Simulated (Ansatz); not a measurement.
## TiCdSe3 (model cell, started as cubic perovskite with Ti in the octahedra): a soft mode frozen in

Aim: this structure of TiCdSe3 (model cell, started as cubic perovskite with Ti in the octahedra) is to be tested for unstable modes, and one is followed downhill.

Main program and level: Ansatz 0.2.0; DFT PBE, scalar-relativistic, plane waves, PAW.

The structure was built from a prototype and need not be the compound's stable phase.

## 1. The structure

It takes space group Pm-3m (No. 221, cubic). The conventional cell has a = 4.977 Å, b = 4.977 Å, c = 4.977 Å, α = 90.00°, β = 90.00°, γ = 90.00°. Nearest to Cd lie 12 Se at 3.52 Å. Nearest to Ti lie 6 Se at 2.49 Å. Nearest to Se lie 2 Ti at 2.49 Å. Farther neighbours and most contacts between anions are not listed.

## 2. Phonons on a q mesh

The cell comes from relaxations at this level that are not shown. Stability and thermal properties need the whole zone. Linear response on a 2×2×2 q mesh gives force constants as far as a supercell of that size would.

input.yaml reads:

```yaml
crystal:
  lattice:
    - [4.9773704866, 0.0, 0.0]
    - [0.0, 4.9773704866, 0.0]
    - [0.0, 0.0, 4.9773704866]
  atoms:
    - { symbol: Cd, position: [0.0, 0.0, 0.0] }
    - { symbol: Ti, position: [0.5, 0.5, 0.5] }
    - { symbol: Se, position: [0.5, 0.5, 0.0] }
    - { symbol: Se, position: [0.5, 0.0, 0.5] }
    - { symbol: Se, position: [0.0, 0.5, 0.5] }
kpoints:
  mp_grid: { grid: [8, 8, 8] }
hamiltonian:
  xc: pbe
scf:
  occupations: { method: methfessel_paxton, width: 0.2 }
output:
  eigenvalues: true
phonons:
  method: dfpt
  qmesh: [2, 2, 2]
  temperatures: { t_max: 1000, t_step: 50 }
  qpath:
    path:
      - [[0.0, 0.0, 0.0], [0.0, 0.5, 0.0], [0.5, 0.5, 0.0], [0.0, 0.0, 0.0], [0.5, 0.5, 0.5], [0.0, 0.5, 0.0]]
      - [[0.5, 0.5, 0.5], [0.5, 0.5, 0.0]]
    npoints: 10
```

On the command line:

```
$ ansatz run input.yaml --threads 8 --pin off --max-ram 14336MiB --backend cpu --events-out ev --progress --plain --runs-dir out
```

Numbers of over 12 decimals in the logs are rounded to 6 here.

The program printed:

```text
Engine: ansatz 0.2.0, aarch64-unknown-linux-gnu
Pseudopotentials: kind: paw
Pseudopotential: Cd, paw, valence charge 20, recommended cutoff 420 eV (normal), Cd.paw.azcp
Pseudopotential: Ti, paw, valence charge 12, recommended cutoff 420 eV (normal), Ti.paw.azcp
Pseudopotential: Se, paw, valence charge 16, recommended cutoff 420 eV (normal), Se.paw.azcp
Functional definition: PBE
  parameter kappa = 0.804
  parameter beta = 0.066725
  exchange = pbe_x(kappa = kappa, mu = beta*pi^2/3)
  correlation = pbe_c(beta = beta)
Crystal: 5 atoms, lattice volume = 123.310 Å³
Basis set: ecut = 420 eV, 2469 PW (Γ), exchange–correlation on 72×72×72 points (8 copies of the dense FFT grid, shifted against one another)
Bands: 48, of which v1, the nominal top of the filled ones, is band 40 counted from 1 (39 counted from 0)
Symmetry: 48 space group operations
k-points: 35 of 512
Non-local potential: Cd, projectors of the file, l = 0: 3, l = 1: 2, l = 2: 2, l = 3: 1
Non-local potential: Ti, projectors of the file, l = 0: 3, l = 1: 2, l = 2: 3, l = 3: 1
Non-local potential: Se, projectors of the file, l = 0: 2, l = 1: 2, l = 2: 3, l = 3: 1
PAW form: soft (Blöchl's): semilocal exchange-correlation on the pseudo side does not see the compensation charge
PAW one-centre angular grid: Cd, 590 points (default); XC on 64 Gauss nodes
PAW one-centre angular grid: Ti, 590 points (default); XC on 64 Gauss nodes
PAW one-centre angular grid: Se, 590 points (default); XC on 64 Gauss nodes
Initial density: superposition of atomic densities (neutral atoms: chi_scale 0, normalization atom), corrected by the library's trained network
Initial wavefunctions: pseudopotential atomic-orbital guess
Functional: x = pbe(κ = 0.804, μ = 0.219515), c = pbe(β = 0.066725)
SCF iter   1: F=—  HF=-27163.225981 eV  |F-HF|=—  |Δ(HF+E_count)|=         —  Δρ=1.46e-3  dr2=1.48e-3  ethr=1.77e-3  ⟨swp⟩=5.9  Hψ=5628  notcnv=0
preconditioner: auto → LDOS  [metal: Δε(μ)=0.052 eV  Ē_g=8.365 eV  σ=0.200 eV  W_gap=0.22  n_scr=32 (ndim 8)  ℏωp=19.5 eV  f_vac=0.024  D(μ)=3.05/eV (n_scr^D=18)  β→1.0]
SCF iter   2: F=—  HF=-27163.228352 eV  |F-HF|=—  |Δ(HF+E_count)|=   2.37e-3  S|Δr|=    0.00e0  Δρ=8.13e-4  dr2=5.64e-4  ethr=1.85e-6  ⟨swp⟩=2.2  Hψ=3386  notcnv=0
SCF iter   3: F=—  HF=-27163.228223 eV  |F-HF|=—  |Δ(HF+E_count)|=   1.29e-4  S|Δr|=    0.00e0  Δρ=3.12e-4  dr2=1.12e-4  ethr=7.05e-7  ⟨swp⟩=2.0  Hψ=3000  notcnv=0
SCF iter   4: F=—  HF=-27163.228199 eV  |F-HF|=—  |Δ(HF+E_count)|=   2.34e-5  S|Δr|=    0.00e0  Δρ=5.21e-5  dr2=3.79e-6  ethr=1.40e-7  ⟨swp⟩=2.0  Hψ=2859  notcnv=0
SCF iter   5: F=—  HF=-27163.228188 eV  |F-HF|=—  |Δ(HF+E_count)|=   1.13e-5  S|Δr|=    0.00e0  Δρ=1.80e-5  dr2=5.83e-7  ethr=4.74e-9  ⟨swp⟩=2.0  Hψ=2128  notcnv=0
SCF iter   6: F=—  HF=-27163.228188 eV  |F-HF|=—  |Δ(HF+E_count)|=   2.43e-7  S|Δr|=    0.00e0  Δρ=1.53e-5  dr2=4.66e-7  ethr=7.28e-10  ⟨swp⟩=2.9  Hψ=2946  notcnv=0
SCF iter   7: F=—  HF=-27163.228188 eV  |F-HF|=—  |Δ(HF+E_count)|=   4.88e-8  S|Δr|=    0.00e0  Δρ=3.44e-6  dr2=3.13e-8  ethr=5.82e-10  ⟨swp⟩=1.6  Hψ=1720  notcnv=0
SCF iter   8: F=—  HF=-27163.228188 eV  |F-HF|=—  |Δ(HF+E_count)|=  3.20e-10  S|Δr|=    0.00e0  Δρ=5.62e-7  dr2=6.60e-10  ethr=3.91e-11  ⟨swp⟩=1.9  Hψ=1748  notcnv=0
SCF iter   9: F=—  HF=-27163.228188 eV  |F-HF|=—  |Δ(HF+E_count)|=  1.46e-10  S|Δr|=    0.00e0  Δρ=2.23e-7  dr2=8.95e-11  ethr=1.00e-12  ⟨swp⟩=2.0  Hψ=2843  notcnv=0
SCF iter  10: F=-27163.228188 eV  HF=-27163.228188 eV  |F-HF|=0.00e0  |Δ(HF+E_count)|=  1.24e-10  S|Δr|=    0.00e0  Δρ=7.75e-8  dr2=8.05e-12  ethr=1.00e-12  ⟨swp⟩=7.3  Hψ=8774  notcnv=0
SCF 1 converged in 10 iterations: F = -27163.228188 eV  dr2 = 8.05e-12
  greatest PAW one-centre occupation: 1.000 electrons in one spin orbital (limit 2), on the Cd atom at site 0 (counted from 0), in its partial waves of l = 0
Initial density: read from a saved state, or passed on in memory by an earlier SCF of this step, an earlier step, the calling program or the single point that the run made first
iter 1 solved again at ethr=3.09e-7 eV; its pass at ethr=3.10e-3 eV (dr2=2.48e-4 eV) is discarded
SCF iter   1: F=—  HF=-27163.228199 eV  |F-HF|=—  |Δ(HF+E_count)|=         —  Δρ=7.34e-7  dr2=6.22e-10  ethr=3.09e-7  ⟨swp⟩=3.0  Hψ=9100  notcnv=0
eigensolver tolerance schedule: the retry pair's looser diagonalisation over-reported the residual by 398179.94 of it (diagonalisation noise at an unbounded share of the residual, at the tolerance the schedule requests for it); recorded, not acted on — ethr = c·dr2/N_el stays at c = 1.0e-1
preconditioner: auto → LDOS  [metal: Δε(μ)=0.050 eV  Ē_g=8.376 eV  σ=0.200 eV  W_gap=0.21  n_scr=32 (ndim 8)  ℏωp=19.5 eV  f_vac=0.024  D(μ)=3.02/eV (n_scr^D=18)  β→1.0]
SCF iter   2: F=—  HF=-27163.228188 eV  |F-HF|=—  |Δ(HF+E_count)|=   1.05e-5  S|Δr|=    0.00e0  Δρ=1.06e-6  dr2=1.38e-9  ethr=1.00e-12  ⟨swp⟩=3.6  Hψ=4563  notcnv=0
SCF iter   3: F=—  HF=-27163.228188 eV  |F-HF|=—  |Δ(HF+E_count)|=  3.93e-10  S|Δr|=    0.00e0  Δρ=4.22e-7  dr2=2.18e-10  ethr=1.00e-12  ⟨swp⟩=2.2  Hψ=3018  notcnv=0
SCF iter   4: F=—  HF=-27163.228188 eV  |F-HF|=—  |Δ(HF+E_count)|=  2.18e-11  S|Δr|=    0.00e0  Δρ=3.29e-7  dr2=1.33e-10  ethr=1.00e-12  ⟨swp⟩=1.0  Hψ=1680  notcnv=0
SCF iter   5: F=—  HF=-27163.228188 eV  |F-HF|=—  |Δ(HF+E_count)|=  2.18e-11  S|Δr|=    0.00e0  Δρ=1.88e-7  dr2=4.44e-11  ethr=1.00e-12  ⟨swp⟩=1.0  Hψ=1680  notcnv=0
SCF iter   6: F=-27163.228188 eV  HF=-27163.228188 eV  |F-HF|=1.46e-11  |Δ(HF+E_count)|=  7.28e-12  S|Δr|=    0.00e0  Δρ=7.93e-8  dr2=8.56e-12  ethr=1.00e-12  ⟨swp⟩=1.6  Hψ=3526  notcnv=0
SCF 2 converged in 6 iterations: F = -27163.228188 eV  dr2 = 8.56e-12
phonons: the bands overlap, so this run is a metal and interpolates without the dipole-dipole term. If the crystal is really an insulator or semiconductor, its LO-TO splitting is missing
NSCF: frozen V_eff on 35 k-points
NSCF: frozen V_eff on 125 k-points
DFPT response loops at q = (0, 0, 0) (fractional): preconditioner auto → Kerker (q_TF=auto, 2.538 Å⁻¹) (partly filled bands, converged f_vac=0.024); β = 1.00, the filter's whole step (`scf.mixing.beta` (0.50) is not read by the response loops under this deck's `scf.mixing.preconditioner`; to damp them name `kerker` or `kerker_dos`, under which they read `scf.mixing.beta`, and type it under 1.00, their step now; both keys bind the ground state too); Broyden in place of MSR1
NSCF: frozen V_eff on 250 k-points
DFPT response loops at q = (0, 0, -0.5) (fractional): mixed as the last ones told, above
NSCF: frozen V_eff on 250 k-points
DFPT response loops at q = (0, -0.5, -0.5) (fractional): mixed as the last ones told, above
NSCF: frozen V_eff on 250 k-points
DFPT response loops at q = (-0.5, -0.5, -0.5) (fractional): mixed as the last ones told, above
SCF converged after 10 iterations
Stability not checked: this state was not tested for a lower state beside it, because cold or Methfessel-Paxton smearing, or corrected tetrahedra, fill the levels in a way that the test cannot read (fill_not_monotonic; see scf.lower_state_search)
Free energy (F): -27163.228188 eV
Harris-Foulkes:  -27163.228188 eV  (|F-HF|=0.00e0)
Internal energy: -27163.230923 eV  (E = F + TS)
E sigma→0 (E₀):  -27163.228872 eV
Entropy (-TS):   0.002735 eV (0.547 meV/atom)
Fermi energy:    8.660689 eV
--- Per-component energies (eV) ---
  E_band       = -1828.943478
  E_kinetic    = 1131.475115
  E_local      = -11645.660900  (includes V_loc(G=0)·N_el)
  E_nonlocal   = -1746.856849
  E_hartree    = 5561.484962
  E_xc         = -585.205451
  E_vxc        = -635.831640  (∫ρ·V_xc dr)
  E_paw        = -10865.005430  (= ΣΔE_a)
  E_vpaw       = -55.037350  (= ΣTr[D̂ρ^β])
  E_aug_tail   = -0.001571  (compensation charges beyond the density's cutoff)
  E_ewald      = -9013.460799
  E_smearing   = 0.002735  (= −TS)
  E_closure    = 0.000000  (closes the sum)
  Σ components = -27163.228188   (vs F -27163.228188, Δ=0.00e0)
--- Band table (eV; the first three rows and the last of 35) ---
  k-point 0: bands = [... 36 lower, 7.6985, 7.6985, 8.3828, 8.3828, 8.3828, 8.7131, 8.7131, 8.7131, ... 4 higher]
  k-point 1: bands = [... 36 lower, 7.4199, 7.6302, 8.2146, 8.2146, 8.2505, 8.7163, 9.1810, 9.1810, ... 4 higher]
  k-point 2: bands = [... 36 lower, 6.8606, 7.4769, 8.2160, 8.2160, 8.7233, 8.7241, 9.7617, 9.7617, ... 4 higher]
  k-point 34: bands = [... 36 lower, 5.3079, 7.0575, 9.1754, 9.1754, 9.1754, 10.2322, 10.2322, 10.2322, ... 4 higher]
--- Phonons (Γ-DFPT): 4 representative perturbations + reference (Σ response iterations 12) ---
  ASR residual: 8.631e-5 → 0.000e0 eV/Å²; symmetrization residual: 8.470e-6 eV/Å²
  ASR residual per site (eV/Å²): 8.63e-5 6.36e-5 5.39e-5 5.39e-5 5.39e-5
  Γ frequencies (cm⁻¹): -125.83 -125.83 -125.83 -76.69 -76.69 -76.69 -44.49 -44.49 -44.49 0.00 0.00 0.00 201.11 201.11 201.11
--- Phonons (arbitrary-q DFPT): 4 irreducible q on the 2×2×2 mesh ---
  q = [0.0000, 0.0000, 0.0000] (star 1, of the zone-centre solve; hermiticity 2.09e-6, symmetrization 6.23e-12): -125.83 -125.83 -125.83 -76.69 -76.69 -76.69 -44.49 -44.49 -44.49 -0.00 -0.00 -0.00 201.11 201.11 201.11
  q = [0.0000, 0.0000, -0.5000] (star 3, 9 solved perturbations in 975 linear systems a pass and spin channel, the states on 125 of 512 k-point pairs; hermiticity 1.73e-6, symmetrization 2.32e-12): -99.71 -99.71 -75.24 -39.49 -39.49 -33.96 -33.96 -24.82 37.06 51.31 51.31 209.63 209.63 209.88 214.01
  q = [0.0000, -0.5000, -0.5000] (star 3, 9 solved perturbations in 975 linear systems a pass and spin channel, the states on 125 of 512 k-point pairs; hermiticity 1.00e-6, symmetrization 1.11e-12): -105.56 -55.86 -55.86 -51.81 -44.60 14.25 14.25 49.47 49.47 102.19 185.38 195.43 195.43 221.11 234.29
  q = [-0.5000, -0.5000, -0.5000] (star 1, 4 solved perturbations in 350 linear systems a pass and spin channel, the states on 125 of 512 k-point pairs; hermiticity 5.14e-7, symmetrization 5.80e-12): -107.10 -107.10 -107.10 -37.97 -37.97 -37.97 108.59 108.59 108.59 184.00 184.00 184.00 186.07 186.07 250.61
  sum rule: each row above includes the acoustic sum rule's correction from the zone centre's row sums; it moved no ω² by more than (0.60 cm⁻¹)²
  mesh force constants: q→R imaginary residual 4.20e-18; ASR residual 8.631e-5 → 0.000e0 eV/Å²; symmetrization residual 3.997e-15 eV/Å²
  interpolated dispersion: 62 rows × 15 modes
  density of states and harmonic sums: on the 14×14×14 q-mesh, interpolated from the force constants of a 2×2×2 supercell (no non-analytic term)
  largest difference from the sums on the solved wave vectors: F 4.59e-2 eV, S 7.37e-5 and C_V 1.67e-5 eV/K
  zero-point energy: 0.070251 eV/cell   skipped modes (ω ≤ 0): 846, of them read as no rigid motion or as one in doubt: 843 (6.951e0 modes/cell left out, lowest -125.83 cm⁻¹)   left out of the sums: 4.63e-1 of the cell's modes: C_V's classical limit lies that fraction below 3 k_B per atom; for a crystal, a wire or a layer, F and S can be off by more, and a phonons.interpolated_qmesh denser along its periods is the remedy for the sampling
```

Wall time 3.5 min (8 threads of Arm Neoverse V2, shared host); peak memory 2.2 GiB; 26 min of CPU time.

The column dr2 measures how far the density is from self-consistency, as an energy; F and HF (Harris–Foulkes) agree once it is small.

Numbers from this step:

```yaml
volume_per_atom: 24.66 Å³
gap_on_the_k_mesh: 0 eV
sum_rule_residual_before_enforcement: 8.63e-5 eV/Å²
lowest_frequency_on_the_path: -125.8 cm⁻¹
point_group: m-3m
highest_frequency_on_the_path_or_at_a_solved_wavevector: 250.6 cm⁻¹
highest_optical_mode_at_the_zone_centre_no_lo_to_term: 201.1 cm⁻¹
lowest_optical_zone_centre_mode: -125.8 cm⁻¹
lowest_mode_on_the_q_mesh_acoustic_modes_at_gamma_apart: -125.8 cm⁻¹
```

Frequencies (cm⁻¹) solved at each irreducible wavevector; negative means imaginary. Frequencies by wavevector, by row:

```csv
q in reciprocal lattice units,star,mode 1,mode 2,mode 3,mode 4,mode 13,mode 14,mode 15
0 0 0,1,-125.8,-125.8,-125.8,-76.7,201.1,201.1,201.1
0 0 -0.5,3,-99.7,-99.7,-75.2,-39.5,209.6,209.9,214
0 -0.5 -0.5,3,-105.6,-55.9,-55.9,-51.8,195.4,221.1,234.3
-0.5 -0.5 -0.5,1,-107.1,-107.1,-107.1,-38,186.1,186.1,250.6
```

Interpolated from a 2×2×2 q mesh. The phonon branches at the labelled points (cm⁻¹):

```csv
point,branch 1,branch 2,branch 3,branch 4,branch 12,branch 13,branch 14,branch 15
Γ,-126,-126,-126,-77,0,201,201,201
halfway,-111,-111,-76,-57,125,205,205,210
X,-100,-100,-75,-40,210,210,210,214
halfway,-91,-74,-60,-52,199,203,215,228
M,-106,-56,-56,-52,195,195,221,234
halfway,-90,-85,-65,-58,126,203,210,221
Γ,-126,-126,-126,-77,0,201,201,201
halfway,-87,-78,-78,-46,128,207,207,233
R,-107,-107,-107,-38,184,186,186,251
halfway,-94,-83,-79,-49,196,199,211,240
X,-100,-100,-75,-40,210,210,210,214
jump to R,-107,-107,-107,-38,184,186,186,251
halfway,-106,-88,-88,-45,190,190,210,246
M,-106,-56,-56,-52,195,195,221,234
```

Symmetry leaves 4 wavevectors to solve. The lowest mode among them, the acoustic zeros apart, lies at Γ and is imaginary, 125.8i cm⁻¹, so the energy falls along it.

## 3. The mode frozen in, largest atomic shift 0 Å

The mode followed lies at q = (-0.5, -0.5, -0.5) with frequency 107.1i cm⁻¹ and is 3-fold degenerate, one of the unstable modes though not the softest. At small amplitude the distorted cell has space group no. 167 by a symmetry search on the positions. The undistorted cell that holds it gives the zero of energy on the same k mesh.

System of this step: TiCdSe3 (model cell, started as cubic perovskite with Ti in the octahedra). The structure is cubic, space group Pm-3m (No. 221). The conventional cell has a = 4.977 Å, b = 4.977 Å, c = 4.977 Å, α = 90.00°, β = 90.00°, γ = 90.00°. Cd has 12 Se at 3.52 Å nearest. Nearest to Ti lie 6 Se at 2.49 Å. Nearest to Se lie 2 Ti at 2.49 Å. Farther neighbours and most contacts between anions are not listed.

input.yaml reads:

```yaml
crystal:
  lattice:
    - [4.9773704866, 4.9773704866, 0.0]
    - [4.9773704866, 0.0, 4.9773704866]
    - [4.9773704866, 0.0, -4.9773704866]
  atoms:
    - { symbol: Cd, position: [0.0, 0.5, 0.5] }
    - { symbol: Cd, position: [0.0, 0.0, 0.0] }
    - { symbol: Ti, position: [0.5, 0.25, 0.75] }
    - { symbol: Ti, position: [0.5, 0.75, 0.25] }
    - { symbol: Se, position: [0.5, 0.5, 0.5] }
    - { symbol: Se, position: [0.5, 0.0, 0.0] }
    - { symbol: Se, position: [0.0, 0.0, 0.5] }
    - { symbol: Se, position: [0.0, 0.5, 0.0] }
    - { symbol: Se, position: [0.5, 0.5, 0.0] }
    - { symbol: Se, position: [0.5, 0.0, 0.5] }
kpoints:
  mp_grid: { grid: [8, 8, 8] }
hamiltonian:
  xc: pbe
scf:
  occupations: { method: methfessel_paxton, width: 0.2 }
output:
  forces: true
  stress: true
  eigenvalues: true
```

The program printed:

```text
[...]
Crystal: 10 atoms, lattice volume = 246.621 Å³
Basis set: ecut = 420 eV, 4909 PW (Γ), exchange–correlation on 96×96×96 points (8 copies of the dense FFT grid, shifted against one another)
Bands: 96, of which v1, the nominal top of the filled ones, is band 80 counted from 1 (79 counted from 0)
Symmetry: 96 space group operations
[...]
k-points: 29 of 512
[...]
k-point 0: bands = [... 76 lower, 8.3865, 8.3865, 8.3865, 8.7054, 8.7054, 8.7054, 9.1815, 9.1815, ... 12 higher]
  k-point 1: bands = [... 76 lower, 8.1354, 8.2056, 8.2056, 8.9522, 8.9522, 9.0336, 9.0577, 9.0577, ... 12 higher]
  k-point 2: bands = [... 76 lower, 8.0130, 8.0130, 8.1687, 8.7429, 8.7429, 8.9068, 9.3038, 9.3038, ... 12 higher]
  k-point 28: bands = [... 76 lower, 7.2088, 7.2088, 8.2808, 8.2808, 9.2144, 9.2144, 9.8226, 9.8226, ... 12 higher]
[key lines of the parts left out:]
SCF converged after 7 iterations
Free energy (F): -54326.435345 eV
Fermi energy:    8.645976 eV
P = ⅓ Tr σ = 0.0595 GPa (0.595 kbar)
```

It took 4.2 s on 8 threads; peak memory 1.5 GiB; 32 s of CPU time.

Numbers from this step:

```
pressure                         : 0.05954 GPa
energy from the undistorted cell : 0 meV/atom
```

The run ends at a pressure of 0.06 GPa.

## 4. The mode frozen in, largest atomic shift 0.6 Å

The atoms are moved along the unstable eigenvector, the largest shift by 0.6 Å, with the cell fixed.

input.yaml, the sections that differ from step 3:

```yaml
crystal:
  lattice:
    - [4.9773704866, 4.9773704866, 0.0]
    - [4.9773704866, 0.0, 4.9773704866]
    - [4.9773704866, 0.0, -4.9773704866]
  atoms:
    - { symbol: Cd, position: [0.0, 0.5, 0.5] }
    - { symbol: Cd, position: [0.0, 0.0, 0.0] }
    - { symbol: Ti, position: [0.5, 0.25, 0.75] }
    - { symbol: Ti, position: [0.5, 0.75, 0.25] }
    - { symbol: Se, position: [0.5852385953, 0.5, 0.5] }
    - { symbol: Se, position: [0.4147614047, 0.0, 0.0] }
    - { symbol: Se, position: [0.0, -0.0852385953, 0.5] }
    - { symbol: Se, position: [0.0, 0.5852385953, 0.0] }
    - { symbol: Se, position: [0.5852385953, 0.4147614047, 0.0] }
    - { symbol: Se, position: [0.4147614047, 0.0852385953, 0.5] }
# kpoints, hamiltonian, scf, output: as in step 3
```

The program printed:

```text
[...]
Crystal: 10 atoms, lattice volume = 246.621 Å³
Basis set: ecut = 420 eV, 4909 PW (Γ), exchange–correlation on 96×96×96 points (8 copies of the dense FFT grid, shifted against one another)
Bands: 96, of which v1, the nominal top of the filled ones, is band 80 counted from 1 (79 counted from 0)
Symmetry: 12 space group operations
[...]
k-points: 65 of 512
[...]
k-point 0: bands = [... 76 lower, 8.2553, 8.3940, 8.3940, 8.6787, 8.7257, 8.8351, 8.8351, 9.6431, ... 12 higher]
  k-point 1: bands = [... 76 lower, 8.0727, 8.2680, 8.4676, 8.4676, 8.8208, 9.0231, 9.0231, 9.6537, ... 12 higher]
  k-point 2: bands = [... 76 lower, 7.8995, 7.8995, 8.3958, 8.3958, 8.8888, 9.3233, 9.3233, 9.5329, ... 12 higher]
  k-point 64: bands = [... 76 lower, 7.2685, 7.6334, 8.0917, 8.1491, 9.0050, 9.1546, 9.2119, 9.8483, ... 12 higher]
[key lines of the parts left out:]
SCF converged after 7 iterations
Free energy (F): -54329.038465 eV
Fermi energy:    8.597634 eV
P = ⅓ Tr σ = -3.1744 GPa (-31.744 kbar)
```

The job ended after 9.2 s (8 threads; peak memory 1.9 GiB).

Numbers from this step:

- pressure: -3.174 GPa
- energy from the undistorted cell: -260.8 meV/atom

The energy, extrapolated to zero smearing, is -260.78 meV/atom against the undistorted cell.

The run ends at a pressure of -3.17 GPa, with forces up to 0.93 eV/Å.

## 5. Energy along the mode, all amplitudes (two of the runs are shown above)

An imaginary frequency means negative curvature, so the energy should fall and then rise again as anharmonic terms take over.

This step gave:

```
depth at the lowest point sampled  : 260.8 meV/atom
largest atomic shift at that point : 0.6 Å
```

The energy from the parent by largest atomic shift:

```csv
largest atomic shift (Å),energy from the parent (meV/atom)
0.000,0
0.040,-1.70
0.080,-6.67
0.140,-19.5
0.220,-45.5
0.320,-90.9
0.450,-169
0.600,-261
```

Displacement at unit largest shift by atom:

```csv
atom,x (Å),y (Å),z (Å),size
Cd1,0.000,0.000,0.000,0.000
Cd2,0.000,0.000,0.000,0.000
Ti3,0.000,0.000,0.000,0.000
Ti4,0.000,0.000,0.000,0.000
Se5,0.707,0.707,0.000,1.000
Se6,-0.707,-0.707,0.000,1.000
Se7,-0.707,0.000,-0.707,1.000
Se8,0.707,0.000,0.707,1.000
Se9,0.000,0.707,-0.707,1.000
Se10,0.000,-0.707,0.707,1.000
```

The lowest of the steps tried is the last one, at 0.6 Å, 261 meV/atom below the parent; the bottom of the well need not coincide with a step.

[end of part 1 of 2]

[Logs are printed without paths, hosts, clocks, repeated set-up lines and the standing remarks that a program may print on its own settings, such as how far it seeks lower states.]

[Hosts, paths, dates, database ids (printed as entryN), source tags and the programs' standing remarks are cut or masked in the printed files.]
